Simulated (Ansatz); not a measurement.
# A hypothetical structure for Na3MnAs2, part 2 of 2

This structure for Na3MnAs2 is made up. Its elements were placed in a known structure type with a cell scaled to their sizes. What cell does the guess relax to, and how far off was it?

Ansatz 0.2.0; DFT, PBE, plane-wave PAW, files of the set soft_1, scalar-relativistic, ferromagnetic start, cell and ions relaxed at zero pressure; PAW set soft_1 (the session's first sound run).

So far: Set-up; Relaxing cell and atoms. The relaxed cell has a = 4.658, c = 6.662 Å (conventional setting).

## Step 3: Bands of the relaxed cell

A second self-consistent run takes a narrower smearing and the mesh shown in its input; the bands follow along the standard path of the relaxed lattice.

This step: DFT, PBE, plane-wave PAW, files of the set soft_1, scalar-relativistic, ferromagnetic start, bands and density of states at the relaxed cell; PAW set soft_1 (Ansatz 0.2.0).

Contents of input.yaml:

```yaml
crystal:
  lattice:
    - [4.6582784417, 0.0, 0.0]
    - [0.0, 4.6582784417, 0.0]
    - [0.0, 0.0, 6.6619845117]
  atoms:
    - { symbol: As, position: [0.5, 0.0, 0.7097786924] }
    - { symbol: As, position: [0.0, 0.5, 0.2902213076] }
    - { symbol: Mn, position: [0.0, 0.0, 0.5], spin: 4.0 }
    - { symbol: Na, position: [0.5, 0.5, 0.5] }
    - { symbol: Na, position: [0.0, 0.0, 0.0] }
    - { symbol: Na, position: [0.5, 0.5, 0.0] }
magnetization:
  spin_polarized: true
kpoints:
  mp_grid: { grid: [8, 8, 6] }
  band_path:
    path:
      - [[0.0, 0.0, 0.0], [0.0, 0.5, 0.0], [0.5, 0.5, 0.0], [0.0, 0.0, 0.0], [0.0, 0.0, 0.5], [0.0, 0.5, 0.5], [0.5, 0.5, 0.5], [0.0, 0.0, 0.5]]
      - [[0.0, 0.5, 0.0], [0.0, 0.5, 0.5]]
      - [[0.5, 0.5, 0.0], [0.5, 0.5, 0.5]]
    npoints: 8
scf:
  occupations: { method: fermi_dirac, width: 0.03 }
  n_extra_bands: 12
hamiltonian:
  xc: pbe
  pseudopotentials: { kind: paw, azcp: { folder: soft_1 } }
output:
  forces: true
  stress: true
  write_bands: true
  dos: { projected: true }
  write_density: true
  write_potential: true
  elf: true
  volumetric_format: npy
```

Run with:

```
$ ansatz run input.yaml --threads 4 --pin off --max-ram 10240MiB --backend cpu --events-out ev --progress --plain --runs-dir out
```

Numbers of over 12 decimals in the logs are rounded to 6 here.

Log:

```text
[...]
Crystal: 6 atoms, lattice volume = 144.562 Å³
Basis set: ecut = 420 eV, 2823 PW (Γ), exchange–correlation on 64×64×90 points (8 copies of the dense FFT grid, shifted against one another)
Bands: 48, of which v1, the nominal top of the filled ones, is band 36 counted from 1 (35 counted from 0)
Symmetry: 8 space group operations
[...]
k-points: 60 of 384 (time reversal used)
[...]
Starting moments: Σ|m| = 4 μB on 1 of 6 sites
[...]
SCF iter   1: F=—  HF=-18072.374674 eV  |F-HF|=—  |Δ(HF+E_count)|=         —  Δρ=3.76e-2 (↑3.76e-2 ↓2.35e-2)  dr2=4.05e0  dr2_m=2.32e-1  M=4.000 μB ∫|m|=4.594 μB  β_m=0.30  ethr=3.10e-3  ⟨swp⟩=5.6  Hψ=20240  notcnv=0  defer=14
[...]
SCF iter  14: F=-18071.565183 eV  HF=-18071.565183 eV  |F-HF|=4.28e-9  |Δ(HF+E_count)|=   8.04e-8  Δρ=1.63e-6 (↑1.63e-6 ↓1.61e-6)  dr2=2.41e-8  dr2_m=1.30e-11  M=4.000 μB ∫|m|=4.847 μB  ethr=1.39e-10  ⟨swp⟩=11.9  Hψ=42101  notcnv=0
SCF 1 converged in 14 iterations: F = -18071.565183 eV  dr2 = 2.41e-8
[...]
NSCF: frozen V_eff on 75 k-points
SCF converged after 14 iterations
Magnetization: 4.0000 μB (38.0000 up, 34.0000 down)
Absolute magnetization: 4.8451 μB (∫|ρ↑−ρ↓|, with the PAW one-centre terms)
[...]
Per-site moments (μB) at R_I (Å): [(-0.137126, 1.120453), (-0.137126, 1.120453), (4.027721, 1.120453), (-0.00649005, 1.120453), (0.00725355, 1.248664), (0.010871, 1.248664)]
Free energy (F): -18071.565183 eV
[...]
Internal energy: -18071.558834 eV  (E = F + TS)
E sigma→0 (E₀):  -18071.562009 eV
Entropy (-TS):   -0.006349 eV (-1.058 meV/atom)
Fermi energy:    5.080219 eV
[...]
--- Forces (eV/Å), atoms counted from 1 ---
  atom   1  As    -0.00000000     0.00000000    -0.00774382
  atom   2  As     0.00000000     0.00000000     0.00774382
  atom   3  Mn     0.00000000     0.00000000     0.00000000
  atom   4  Na     0.00000000     0.00000000     0.00000000
  atom   5  Na    -0.00000000     0.00000000     0.00000000
  atom   6  Na     0.00000000     0.00000000     0.00000000
  max |Σ_I F_I| component: 1.38e-17 eV/Å
--- Stress (GPa, compression-positive) ---
       -0.039675       0.000000      -0.000000
        0.000000      -0.039675       0.000000
       -0.000000       0.000000       0.045392
  P = ⅓ Tr σ = -0.0113 GPa (-0.113 kbar)
--- Band table (eV; the first three rows and the last of 120) ---
  k-point 0 ↑: bands = [... 32 lower, 2.5020, 3.0535, 4.0257, 4.0257, 5.7341, 5.7341, 5.7451, 6.0114, ... 8 higher]
  k-point 1 ↑: bands = [... 32 lower, 2.5021, 3.1279, 4.0586, 4.0586, 5.1408, 5.6689, 5.6689, 6.7167, ... 8 higher]
  k-point 2 ↑: bands = [... 32 lower, 2.5022, 3.2880, 4.1312, 4.1312, 4.6095, 5.5350, 5.5350, 7.4814, ... 8 higher]
  k-point 59 ↓: bands = [... 32 lower, 3.7094, 3.7094, 6.0157, 6.0157, 6.1964, 6.2192, 6.8285, 9.2219, ... 8 higher]
```

It took 50 s on 4 threads of Arm Neoverse V1, shared host; peak memory 0.84 GiB; 3.3 min of CPU time.

The column dr2 measures how far the density is from self-consistency, as an energy; F and HF (Harris–Foulkes) agree once it is small.

Numbers from this step:

- free energy: -18071.5652 eV
- energy at zero smearing: -18071.5620 eV
- smearing term TS: 0.006349 eV
- Fermi energy: 5.080 eV
- absolute magnetization: 4.845 μB
- site moments: -0.1371, -0.1371, 4.028, -0.006490, 0.007254, 0.01087 μB
- pressure: -0.01132 GPa

bands.tsv at the labelled points (eV, zero at the Fermi level; the bands that come nearest the Fermi level along the path):

```
point  band_35_up  band_36_up  band_37_up  band_38_up  band_32_dn  band_33_dn  band_34_dn  band_35_dn
    Γ       -1.05        0.65        0.65        0.66       -0.64       -0.64        1.05        1.14
    X       -1.03       -0.57       -0.13        0.11       -1.37       -0.66        1.01        1.41
    M       -1.07       -1.07       -0.98       -0.65       -1.14       -0.77        0.75        0.75
    Γ       -1.05        0.65        0.65        0.66       -0.64       -0.64        1.05        1.14
    Z       -0.91       -0.69        0.38        0.38       -0.68       -0.68        1.01        1.14
    R       -0.10       -0.08        0.11        0.33       -0.64       -0.58        1.04        1.43
    A       -1.37       -1.37       -1.28       -0.98       -1.37       -1.37        0.94        0.94
    Z       -0.91       -0.69        0.38        0.38       -0.68       -0.68        1.01        1.14
    X       -1.03       -0.57       -0.13        0.11       -1.37       -0.66        1.01        1.41
    R       -0.10       -0.08        0.11        0.33       -0.64       -0.58        1.04        1.43
    M       -1.07       -1.07       -0.98       -0.65       -1.14       -0.77        0.75        0.75
    A       -1.37       -1.37       -1.28       -0.98       -1.37       -1.37        0.94        0.94
```

Spin density in the ac plane at fractional y = 0.000, with atoms of As and Mn and Na within 0.2 Å of it.

Values in e/Å³, 20 rows by 14 columns, each cell a mean:
```
0.0 0.0 0.0 0.0 0.0 0.0 0.0 0.0 0.0 0.0 0.0 0.0 0.0 0.0
0.0 0.0 0.0 0.0 0.0 0.0 0.0 0.0 0.0 0.0 0.0 0.0 0.0 0.0
0.0 0.0 0.0 0.0 0.0 0.0 0.0 0.0 0.0 0.0 0.0 0.0 0.0 0.0
0.0 0.0 0.0 0.0 0.0 0.0 0.0 0.0 0.0 0.0 0.0 0.0 0.0 0.0
0.0 0.0 0.0 0.0 0.0 0.0 0.0 0.0 0.0 0.0 0.0 0.0 0.0 0.0
0.0 0.0 0.0 0.0 0.0 0.0 0.0 0.0 0.0 0.0 0.0 0.0 0.0 0.0
0.1 0.1 0.0 0.0 0.0 0.0 0.0 0.0 0.0 0.0 0.0 0.0 0.1 0.1
0.7 0.4 0.1 0.0 0.0 0.0 0.0 0.0 0.0 0.0 0.0 0.0 0.2 0.5
3.1 1.4 0.3 0.1 0.0 0.0 0.0 0.0 0.0 0.0 0.0 0.1 0.6 2.2
7.2 3.0 0.6 0.1 0.0 0.0 0.0 0.0 0.0 0.0 0.0 0.2 1.2 4.8
4.9 2.1 0.5 0.1 0.0 0.0 0.0 0.0 0.0 0.0 0.0 0.2 0.9 3.3
1.3 0.7 0.2 0.1 0.0 0.0 0.0 0.0 0.0 0.0 0.0 0.1 0.4 1.0
0.3 0.2 0.1 0.0 0.0 0.0 0.0 0.0 0.0 0.0 0.0 0.1 0.1 0.2
0.1 0.1 0.0 0.0 0.0 0.0 0.0 0.0 0.0 0.0 0.0 0.0 0.0 0.1
0.0 0.0 0.0 0.0 0.0 0.0 0.0 0.0 0.0 0.0 0.0 0.0 0.0 0.0
0.0 0.0 0.0 0.0 0.0 0.0 0.0 0.0 0.0 0.0 0.0 0.0 0.0 0.0
0.0 0.0 0.0 0.0 0.0 0.0 0.0 0.0 0.0 0.0 0.0 0.0 0.0 0.0
0.0 0.0 0.0 0.0 0.0 0.0 0.0 0.0 0.0 0.0 0.0 0.0 0.0 0.0
0.0 0.0 0.0 0.0 0.0 0.0 0.0 0.0 0.0 0.0 0.0 0.0 0.0 0.0
0.0 0.0 0.0 0.0 0.0 0.0 0.0 0.0 0.0 0.0 0.0 0.0 0.0 0.0
```
Columns run along a (4.7 Å), rows up along c (6.7 Å). Atoms in or near the plane, at fractional coordinates: As at (0.50, 0.71), Mn at (0.00, 0.50), Na at (0.00, 0.00).

Valence density in the ac plane at fractional y = 0.000, with atoms of As and Mn and Na within 0.2 Å of it. It is the smooth field of the valence electrons, not physical close to the nuclei.

Ten steps, logarithmic in the rise over the least value, from '_' (0 e/Å³) to '@' (36 e/Å³), each cell a mean:
```
##**::__________________--##
==::____________________..--
__________..........________
________..::----::....______
______....==##%%**::..______
______..::++%%@@##--..______
..____....==##%%**::....__..
--::......::----::......::--
##++::..................==**
@@##==..______________::++%%
%%**--..______________..==##
++==..________________..::==
....______________________..
____________________________
____________________________
____________________________
____________________________
::..______________________::
**==..__________________::**
%%**::__________________==##
```
Columns run along a (4.7 Å), rows up along c (6.7 Å). Atoms in or near the plane, at fractional coordinates: As at (0.50, 0.71), Mn at (0.00, 0.50), Na at (0.00, 0.00).

Electrostatic potential energy in the ac plane at fractional y = 0.000, with atoms of As and Mn and Na within 0.2 Å of it. With pseudopotentials it is smooth inside the atoms' cores, unlike the true potential.

Ten even steps from '0' (-65 eV) to '9' (9 eV), each cell a mean:
```
03799999999861
57899999999986
89999988899998
99998777789999
99998799878999
99997899978999
88998799878998
46898777789975
02699988899841
00489999999720
01589999999730
24799999999863
78999999999987
99999999999999
99999999999999
99999999999999
99999999999999
78999999999987
14899999999973
01799999999850
```
Columns run along a (4.7 Å; values clipped at the 3rd and 97th percentile), rows up along c (6.7 Å). Atoms in or near the plane, at fractional coordinates: As at (0.50, 0.71), Mn at (0.00, 0.50), Na at (0.00, 0.00).

## Step 4: Results

```yaml
space_group_relaxed: P-4m2
conventional_cell: a = 4.658, b = 4.658, c = 6.662 Å; α = 90.0°, β = 90.0°, γ = 90.0°
volume_per_atom: 24.09 Å³ (guess 25.61)
total_moment: 4.00 μB in the cell of 6 atoms
```

What this shows: Na3MnAs2 relaxes to P-4m2 with a = 4.658, b = 4.658 and c = 6.662 Å. The guessed volume was 6 % too large. The space group P-4m2 was held in the relaxation, so the end point is a stationary structure within it and may be a saddle against distortions or other arrangements. The input starts from parallel moments, and no other start was typed. Bands cross the Fermi level, so it is a metal or semimetal at this level. On the 8×8×6 mesh with the narrower smearing (relaxed on 6×6×4) the largest force component is 0.008 eV/Å and the largest stress component is 0.045 GPa, within the relaxation's thresholds of 0.015 eV/Å and 0.05 GPa. The cutoff wasn't tested. No dispersion term is used, so weakly bound directions may come out too long. Nothing here tests whether the compound is stable against decomposition.

[Logs are printed without paths, hosts, clocks, repeated set-up lines and the standing remarks that a program may print on its own settings, such as how far it seeks lower states.]

[Hosts, paths, dates, database ids (printed as entryN), source tags and the programs' standing remarks are cut or masked in the printed files.]
